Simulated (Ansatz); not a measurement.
# Tc of W (Im-3m) from its phonons

Wanted: λ, ω_log and Tc of W (Im-3m). The cell shown first is a relaxed one, from steps not shown here.

Method: DFT PBE, scalar-relativistic, plane waves, PAW; PAW set soft_1, in Ansatz 0.2.0.

**1. The cell after earlier relaxation steps**

It takes space group Im-3m (No. 229, cubic). The conventional cell has a = 3.185 Å, b = 3.185 Å, c = 3.185 Å, α = 90.00°, β = 90.00°, γ = 90.00°. Nearest to W lie 8 W at 2.76 Å.

**2. Electron–phonon run: q 6×6×6, k 18×18×18, scattering 24×24×24**

The run that gives the couplings also evaluates McMillan's and Allen and Dynes's formulas and, where asked, the Eliashberg equations, over a range of μ*.

File input.yaml:

```yaml
crystal:
  lattice:
    - [-1.5926656268, 1.5926656268, 1.5926656268]
    - [1.5926656268, -1.5926656268, 1.5926656268]
    - [1.5926656268, 1.5926656268, -1.5926656268]
  atoms:
    - { symbol: W, position: [0.0, 0.0, 0.0] }
kpoints:
  mp_grid: { grid: [18, 18, 18] }
hamiltonian:
  xc: pbe
  pseudopotentials: { kind: paw, azcp: { folder: soft_1 } }
scf:
  occupations: { method: methfessel_paxton, width: 0.2 }
output:
  eigenvalues: true
phonons:
  method: dfpt
  qmesh: [6, 6, 6]
  temperatures: { t_max: 1000, t_step: 50 }
  qpath:
    path:
      - [[0.0, 0.0, 0.0], [0.5, -0.5, 0.5], [0.0, 0.0, 0.5], [0.0, 0.0, 0.0], [0.25, 0.25, 0.25], [0.5, -0.5, 0.5]]
      - [[0.25, 0.25, 0.25], [0.0, 0.0, 0.5]]
    npoints: 6
  electrical_resistivity:
    mesh: [24, 24, 24]
    temperatures: [20.0, 50.0, 80.0, 100.0, 150.0, 200.0, 273.0, 300.0, 400.0, 500.0, 600.0, 800.0]
  superconductivity: { mesh: [24, 24, 24] }
```

The run is started by

```sh
$ ansatz run input.yaml --threads 16 --pin off --max-ram 92160MiB --backend cuda --events-out ev --progress --plain --runs-dir out --max-vram 78GiB
```

Numbers of over 12 decimals in the logs are rounded to 6 here.

Output:

```text
Engine: ansatz 0.2.0, aarch64-unknown-linux-gnu
Pseudopotentials: kind: paw
Pseudopotential: W, paw, valence charge 14, recommended cutoff 420 eV (normal), soft_1/W.paw.azcp
Functional definition: PBE
  parameter kappa = 0.804
  parameter beta = 0.066725
  exchange = pbe_x(kappa = kappa, mu = beta*pi^2/3)
  correlation = pbe_c(beta = beta)
[...]
Crystal: 1 atoms, lattice volume = 16.160 Å³
Basis set: ecut = 420 eV, 321 PW (Γ), exchange–correlation on 40×40×40 points (8 copies of the dense FFT grid, shifted against one another)
Bands: 11, of which v1, the nominal top of the filled ones, is band 7 counted from 1 (6 counted from 0)
Symmetry: 48 space group operations
k-points: 195 of 5832
Non-local potential: W, projectors of the file, l = 0: 3, l = 1: 2, l = 2: 2, l = 3: 1
PAW form: soft (Blöchl's): semilocal exchange-correlation on the pseudo side does not see the compensation charge
PAW one-centre angular grid: W, 590 points (default); XC on 64 Gauss nodes
Initial density: superposition of atomic densities (chi_scale 0.1, normalization cell)
Initial wavefunctions: pseudopotential atomic-orbital guess
[...]
Functional: x = pbe(κ = 0.804, μ = 0.219515), c = pbe(β = 0.066725)
SCF iter   1: F=—  HF=-10386.112759 eV  |F-HF|=—  |Δ(HF+E_count)|=         —  Δρ=6.32e-2  dr2=5.62e-1  ethr=3.10e-3  ⟨swp⟩=5.0  Hψ=11318  notcnv=0
preconditioner: auto → none  [metal: Δε(μ)=0.010 eV  Ē_g=9.080 eV  σ=0.200 eV  W_gap=0.04  n_scr=0 (ndim 8)  ℏωp=22.6 eV  f_vac=0.000  D(μ)=0.77/eV (n_scr^D=12)]
SCF iter   2: F=—  HF=-10385.921647 eV  |F-HF|=—  |Δ(HF+E_count)|=   1.91e-1  S|Δr|=    0.00e0  Δρ=2.30e-2  dr2=3.55e-2  ethr=3.10e-3  ⟨swp⟩=2.8  Hψ=5346  notcnv=0
[...]
SCF iter   7: F=-10385.916659 eV  HF=-10385.916659 eV  |F-HF|=3.64e-12  |Δ(HF+E_count)|=  2.69e-10  S|Δr|=    0.00e0  Δρ=1.87e-7  dr2=3.07e-12  ethr=1.00e-12  ⟨swp⟩=6.7  Hψ=9708  notcnv=0
SCF 1 converged in 7 iterations: F = -10385.916659 eV  dr2 = 3.07e-12
  greatest PAW one-centre occupation: 0.999 electrons in one spin orbital (limit 2), on the W atom at site 0 (counted from 0), in its partial waves of l = 0
[...]
NSCF: frozen V_eff on 195 k-points, pencils in batches of 32, up to order 44
[...]
NSCF: frozen V_eff on 195 k-points
[...]
DFPT response loops at q = (0, 0, 0) (fractional): preconditioner auto → Kerker (q_TF=auto, 2.664 Å⁻¹) (partly filled bands, converged f_vac=0.000); β = 1.00, the filter's whole step (`scf.mixing.beta` (0.50) is not read by the response loops under this deck's `scf.mixing.preconditioner`; to damp them name `kerker` or `kerker_dos`, under which they read `scf.mixing.beta`, and type it under 1.00, their step now; both keys bind the ground state too); Anderson in place of MSR1; while a model of the screening serves, it and β = 1 on shorter waves in the place of filter and β
[...]
NSCF: frozen V_eff on 195 k-points
[...]
DFPT response loops at q = (0, 0, 0.166667) (fractional): mixed as the last ones told, above
[...]
DFPT response loops at q = (0, 0, 0.333333) (fractional): mixed as the last ones told, above
[...]
DFPT response loops at q = (0, 0, -0.5) (fractional): mixed as the last ones told, above
[...]
DFPT response loops at q = (0, 0.166667, 0.166667) (fractional): mixed as the last ones told, above
[...]
DFPT response loops at q = (0, 0.166667, 0.333333) (fractional): mixed as the last ones told, above
[...]
DFPT response loops at q = (0, 0.333333, 0.333333) (fractional): mixed as the last ones told, above
[...]
DFPT response loops at q = (0.166667, 0.166667, 0.166667) (fractional): mixed as the last ones told, above
[...]
DFPT response loops at q = (0.166667, 0.166667, 0.333333) (fractional): mixed as the last ones told, above
[...]
DFPT response loops at q = (0.166667, 0.166667, -0.166667) (fractional): mixed as the last ones told, above
[...]
DFPT response loops at q = (0.166667, 0.333333, -0.333333) (fractional): mixed as the last ones told, above
[...]
DFPT response loops at q = (0.166667, -0.5, -0.5) (fractional): mixed as the last ones told, above
[...]
SCF 2 converged in 7 iterations: F = -10385.916659 eV  dr2 = 3.07e-12
[...]
SCF converged after 7 iterations
[...]
mean free path at 50 K (of a tensor a third of its trace): 599 nm by what each carries, 470 by the Fermi surface alone
  Hall coefficient in a weak field at 50 K (a third of the trace): 1.107e-10 m³/C (as a tensor it moves by 14.3 % between the two finest meshes); by each state's relaxation time: 1.281e-10 m³/C; by a constant relaxation time: 3.502e-11 m³/C
  mean free path at 80 K (of a tensor a third of its trace): 135 nm by what each carries, 112 by the Fermi surface alone
  Hall coefficient in a weak field at 80 K (a third of the trace): 1.378e-10 m³/C (as a tensor it moves by 3.0 % between the two finest meshes); by each state's relaxation time: 1.518e-10 m³/C; by a constant relaxation time: 3.508e-11 m³/C
  mean free path at 100 K (of a tensor a third of its trace): 80.6 nm by what each carries, 68.6 by the Fermi surface alone
  Hall coefficient in a weak field at 100 K (a third of the trace): 1.425e-10 m³/C (as a tensor it moves by 1.2 % between the two finest meshes); by each state's relaxation time: 1.530e-10 m³/C; by a constant relaxation time: 3.531e-11 m³/C
  mean free path at 150 K (of a tensor a third of its trace): 39.6 nm by what each carries, 34.8 by the Fermi surface alone
  Hall coefficient in a weak field at 150 K (a third of the trace): 1.458e-10 m³/C (as a tensor it moves by 0.3 % between the two finest meshes); by each state's relaxation time: 1.519e-10 m³/C; by a constant relaxation time: 3.600e-11 m³/C
  mean free path at 200 K (of a tensor a third of its trace): 26.8 nm by what each carries, 23.8 by the Fermi surface alone
  Hall coefficient in a weak field at 200 K (a third of the trace): 1.475e-10 m³/C (as a tensor it moves by 1.0 % between the two finest meshes); by each state's relaxation time: 1.521e-10 m³/C; by a constant relaxation time: 3.650e-11 m³/C
  mean free path at 273 K (of a tensor a third of its trace): 18.6 nm by what each carries, 16.6 by the Fermi surface alone
  Hall coefficient in a weak field at 273 K (a third of the trace): 1.497e-10 m³/C (as a tensor it moves by 1.8 % between the two finest meshes); by each state's relaxation time: 1.534e-10 m³/C; by a constant relaxation time: 3.675e-11 m³/C
  mean free path at 300 K (of a tensor a third of its trace): 16.8 nm by what each carries, 14.9 by the Fermi surface alone
  Hall coefficient in a weak field at 300 K (a third of the trace): 1.505e-10 m³/C (as a tensor it moves by 2.1 % between the two finest meshes); by each state's relaxation time: 1.539e-10 m³/C; by a constant relaxation time: 3.673e-11 m³/C
  mean free path at 400 K (of a tensor a third of its trace): 12.4 nm by what each carries, 11.0 by the Fermi surface alone
  Hall coefficient in a weak field at 400 K (a third of the trace): 1.533e-10 m³/C (as a tensor it moves by 2.8 % between the two finest meshes); by each state's relaxation time: 1.561e-10 m³/C; by a constant relaxation time: 3.633e-11 m³/C
  mean free path at 500 K (of a tensor a third of its trace): 9.88 nm by what each carries, 8.73 by the Fermi surface alone
  Hall coefficient in a weak field at 500 K (a third of the trace): 1.561e-10 m³/C (as a tensor it moves by 3.4 % between the two finest meshes); by each state's relaxation time: 1.584e-10 m³/C; by a constant relaxation time: 3.565e-11 m³/C
  mean free path at 600 K (of a tensor a third of its trace): 8.23 nm by what each carries, 7.25 by the Fermi surface alone
  Hall coefficient in a weak field at 600 K (a third of the trace): 1.592e-10 m³/C (as a tensor it moves by 3.9 % between the two finest meshes); by each state's relaxation time: 1.609e-10 m³/C; by a constant relaxation time: 3.491e-11 m³/C
  mean free path at 800 K (of a tensor a third of its trace): 6.21 nm by what each carries, 5.44 by the Fermi surface alone
  Hall coefficient in a weak field at 800 K (a third of the trace): 1.659e-10 m³/C (as a tensor it moves by 4.7 % between the two finest meshes); by each state's relaxation time: 1.665e-10 m³/C; by a constant relaxation time: 3.351e-11 m³/C
  the resistivity times a path that all electrons share, by the Fermi surface of the deck's mesh alone (a third of the trace): 8.481e-16 Ω·m²
  not converged in the mesh (λ; λ_tr; the resistivity at 50 K by 3.28 %; the resistivity at 80 K by 5.80 %; the resistivity at 100 K by 6.56 %; the resistivity at 150 K by 7.40 %; the resistivity at 200 K by 7.84 %; the resistivity at 273 K by 8.27 %; the resistivity at 300 K by 8.38 %; the resistivity at 400 K by 8.61 %; the resistivity at 500 K by 8.61 %; the resistivity at 600 K by 8.47 %; the resistivity at 800 K [...]
  vibrations of 216 cells: unjudged by the run; compare a larger repeat
  the changes of the potential over all sites missed a rigid shift's by 0.00 % (the site terms' by 0.00 %)
  at the force constants' own smearing the fine mesh and the k-points of their solves give squared frequencies that differ by 20.8 % of the larger at the most, at (0.1667, -0.5, -0.5)
--- Superconductivity: potentials and phonons of a 6×6×6 supercell ---
           mesh         λ    ħω_log (meV)  μ* declared at (meV)
       24×24×24    0.2926          18.596               19.599
       12×12×12    0.3112          18.757               19.678
          6×6×6    0.3052          18.851               19.601
  λ by the species' shares of the modes' patterns: W 0.2926
  with the Fermi level up to 26.8 meV (the hardest mode) off, states and modes as they are: density of states 0.2100 to 0.2232 /eV of one spin and cell, λ 0.2728 to 0.3034
  transition temperature on the deck's mesh (K), isotropic and anisotropic, restricted to the Fermi surface (FSR) and over the full bandwidth (FBW), and the last with the density of states resolved in a narrower window:
        μ*   McMillan   Allen–Dynes      iso. FSR      iso. FBW    aniso. FSR    aniso. FBW  narrow window
      0.08      0.203         0.205         0.194         0.194         0.272         0.272          0.272
      0.10      0.081         0.082    none_found    none_found         0.124         0.124          0.124
      0.12      0.024         0.024    none_found    none_found    none_found    none_found     none_found
      0.13      0.011         0.011    none_found    none_found    none_found    none_found     none_found
      0.14      0.005         0.005    none_found    none_found    none_found    none_found     none_found
      0.16      0.000         0.000    none_found    none_found    none_found    none_found     none_found
      0.20      0.000         0.000    none_found    none_found    none_found    none_found     none_found
  none_found: no transition down to 0.1 K
  isotope coefficients −∂ln Tc/∂ln M under μ* = 0.13, the force constants as they are, of the isotropic transitions restricted to the Fermi surface and over the full bandwidth: W - and -
  gaps at the Fermi level over the full bandwidth under μ* = 0.1, 0.031 K: 0.006 to 0.028 meV
  not converged in the mesh (λ): between neighbouring meshes, the two finest first, λ moves by 6.37 % and 1.94 % and the anisotropic transition temperature over the full bandwidth at μ* = 0.13 by nothing (neither mesh has one) and nothing (neither mesh has one); converged means that the two finest part by at most 2.00 % and 5.00 %
  vibrations of 216 cells: unjudged by the run; compare a larger repeat
  the changes of the potential over all sites missed a rigid shift's by 0.00 % (the site terms' by 0.00 %)
  at the force constants' own smearing the fine mesh and the k-points of their solves give squared frequencies that differ by 20.8 % of the larger at the most, at (0.1667, -0.5, -0.5)
```

Wall time 58 s (1 × NVIDIA GB200 with 16 threads of Arm Neoverse V2, shared host); peak memory 6.3 GiB.

In the SCF lines HF is the Harris–Foulkes energy and dr2 the Hartree energy of the density residual, in eV; the loop may stop once dr2 is under the threshold and the program's other checks hold. Hψ counts applications of the Hamiltonian.

This step gave:

| Property | Result |
| --- | --- |
| volume per atom | 16.16 Å³/atom |
| metallic on mesh | yes |
| gap on the k-mesh | 0 eV |
| zero-point energy | 0.02870 eV/cell |
| share of imaginary modes in the plain interpolation between solved wavevectors | 0 |
| highest frequency, solved or plainly interpolated | 212.4 cm⁻¹ |
| Debye temperature (second moment) | 294 K |
| resistivity at 300 K | 5.675 μΩ cm |
| coupling constant λ | 0.2926 |
| density of states at the Fermi level | 0.2196 states/eV a spin and cell |
| log mean phonon energy ħω_log | 18.6 meV |
| transport coupling constant λ_tr | 0.2881, 0.2881, 0.2881 (xx, yy, zz) |
| Drude plasma energy | 7.384, 7.384, 7.384 eV (xx, yy, zz) |
| resistivity times mean free path | 8.481, 8.481, 8.481 × 10⁻¹⁶ Ω m² (xx, yy, zz) |
| second-moment phonon energy ħω₂ | 19.60 meV |
| coupling λ by branch | 0.124, 0.0927, 0.0757 (branches by rank of frequency) |

An empty cell: under 1 mK by a formula, or no transition down to the floor of the Eliashberg search. Transition temperatures:

```tsv
μ*	McMillan Tc (K)	Allen–Dynes Tc (K)	isotropic Fermi-surface Tc (K)	isotropic full bandwidth Tc (K)	anisotropic Fermi-surface Tc (K)	anisotropic full bandwidth Tc (K)	anisotropic narrow window Tc (K)
0.08	0.203	0.205	0.194	0.194	0.272	0.272	0.272
0.1	0.0809	0.0817	-	-	0.124	0.124	0.124
0.12	0.0242	0.0244	-	-	-	-	-
0.13	0.0113	0.0114	-	-	-	-	-
0.14	0.00462	0.00466	-	-	-	-	-
0.16	-	-	-	-	-	-	-
0.2	-	-	-	-	-	-	-
```

**3. Resistivity: q 6×6×6, k 24×24×24, scattering 32×32×32**

The next rung changes the k mesh of the density and its response; the scattering mesh, which samples the Fermi surface.

Changes to input.yaml since step 2:

```diff
@@ -8,3 +8,3 @@
 kpoints:
-  mp_grid: { grid: [18, 18, 18] }
+  mp_grid: { grid: [24, 24, 24] }
 hamiltonian:
@@ -26,4 +26,4 @@
   electrical_resistivity:
-    mesh: [24, 24, 24]
+    mesh: [32, 32, 32]
     temperatures: [20.0, 50.0, 80.0, 100.0, 150.0, 200.0, 273.0, 300.0, 400.0, 500.0, 600.0, 800.0]
-  superconductivity: { mesh: [24, 24, 24] }
+  superconductivity: { mesh: [32, 32, 32] }
```

Output:

```text
[...]
Crystal: 1 atoms, lattice volume = 16.160 Å³
Basis set: ecut = 420 eV, 321 PW (Γ), exchange–correlation on 40×40×40 points (8 copies of the dense FFT grid, shifted against one another)
Bands: 11, of which v1, the nominal top of the filled ones, is band 7 counted from 1 (6 counted from 0)
Symmetry: 48 space group operations
k-points: 413 of 13824
[...]
SCF iter   1: F=—  HF=-10386.120293 eV  |F-HF|=—  |Δ(HF+E_count)|=         —  Δρ=6.31e-2  dr2=5.61e-1  ethr=3.10e-3  ⟨swp⟩=5.1  Hψ=24033  notcnv=0
[...]
SCF iter   2: F=—  HF=-10385.927904 eV  |F-HF|=—  |Δ(HF+E_count)|=   1.92e-1  S|Δr|=    0.00e0  Δρ=2.31e-2  dr2=3.70e-2  ethr=3.10e-3  ⟨swp⟩=2.8  Hψ=11300  notcnv=0
[...]
SCF iter   7: F=-10385.922424 eV  HF=-10385.922424 eV  |F-HF|=5.46e-12  |Δ(HF+E_count)|=  4.13e-10  S|Δr|=    0.00e0  Δρ=2.39e-7  dr2=5.63e-12  ethr=1.00e-12  ⟨swp⟩=3.9  Hψ=20305  notcnv=0
SCF 1 converged in 7 iterations: F = -10385.922424 eV  dr2 = 5.63e-12
[...]
NSCF: frozen V_eff on 413 k-points, pencils in batches of 32, up to order 44
[...]
NSCF: frozen V_eff on 413 k-points
[...]
SCF 2 converged in 7 iterations: F = -10385.922424 eV  dr2 = 5.59e-12
[...]
SCF converged after 7 iterations
[...]
vibrations of 216 cells: unjudged by the run; compare a larger repeat
[...]
--- Superconductivity: potentials and phonons of a 6×6×6 supercell ---
           mesh         λ    ħω_log (meV)  μ* declared at (meV)
       32×32×32    0.2908          18.624               19.602
       16×16×16    0.2852          18.689               19.633
          8×8×8    0.3248          18.822               19.703
  λ by the species' shares of the modes' patterns: W 0.2908
[...]
0.08      0.194         0.195         0.185         0.187         0.259         0.264          0.264
      0.10      0.076         0.077    none_found    none_found         0.117         0.119          0.119
      0.12      0.022         0.022    none_found    none_found    none_found    none_found     none_found
      0.13      0.010         0.010    none_found    none_found    none_found    none_found     none_found
      0.14      0.004         0.004    none_found    none_found    none_found    none_found     none_found
      0.16      0.000         0.000    none_found    none_found    none_found    none_found     none_found
      0.20      0.000         0.000    none_found    none_found    none_found    none_found     none_found
  none_found: no transition down to 0.1 K
[...]
converged in the mesh: between neighbouring meshes, the two finest first, λ moves by 1.91 % and 13.86 % and the anisotropic transition temperature over the full bandwidth at μ* = 0.13 by nothing (neither mesh has one) and nothing (neither mesh has one); converged means that the two finest part by at most 2.00 % and 5.00 %
  vibrations of 216 cells: unjudged by the run; compare a larger repeat
[...]
```

Run time: 100 s. Hardware: 1 × NVIDIA GB200 with 16 threads; peak memory 6.3 GiB; 16 min of CPU time.

Numbers from this step:

- zero-point energy: 0.02922 eV/cell
- highest frequency, solved or plainly interpolated: 215 cm⁻¹
- Debye temperature (second moment): 299 K
- resistivity at 300 K: 5.578 μΩ cm
- coupling constant λ: 0.2908
- density of states at the Fermi level: 0.2181 states/eV a spin and cell
- log mean phonon energy ħω_log: 18.62 meV
- transport coupling constant λ_tr: 0.2886, 0.2886, 0.2886 (xx, yy, zz)
- Drude plasma energy: 7.495, 7.495, 7.495 eV (xx, yy, zz)
- resistivity times mean free path: 8.37, 8.37, 8.37 × 10⁻¹⁶ Ω m² (xx, yy, zz)
- coupling λ by branch: 0.123, 0.0918, 0.0764 (branches by rank of frequency)

An empty cell: under 1 mK by a formula, or no transition down to the floor of the Eliashberg search. Transition temperatures:

```tsv
μ*	McMillan Tc (K)	Allen–Dynes Tc (K)	isotropic Fermi-surface Tc (K)	isotropic full bandwidth Tc (K)	anisotropic Fermi-surface Tc (K)	anisotropic full bandwidth Tc (K)	anisotropic narrow window Tc (K)
0.08	0.194	0.195	0.185	0.187	0.259	0.264	0.264
0.1	0.0761	0.0767	-	-	0.117	0.119	0.119
0.12	0.0222	0.0224	-	-	-	-	-
0.13	0.0103	0.0103	-	-	-	-	-
0.14	0.0041	0.00413	-	-	-	-	-
0.16	-	-	-	-	-	-	-
0.2	-	-	-	-	-	-	-
```

Between step 2 and this run (k-mesh 24×24×24 and scattering mesh 32×32×32) the value for the coupling constant λ moves from 0.293 to 0.291.

(Continued in part 2 of 2.)

[Logs are printed without paths, hosts, clocks, repeated set-up lines and the standing remarks that a program may print on its own settings, such as how far it seeks lower states.]

[Hosts, paths, dates, database ids (printed as entryN), source tags and the programs' standing remarks are cut or masked in the printed files.]
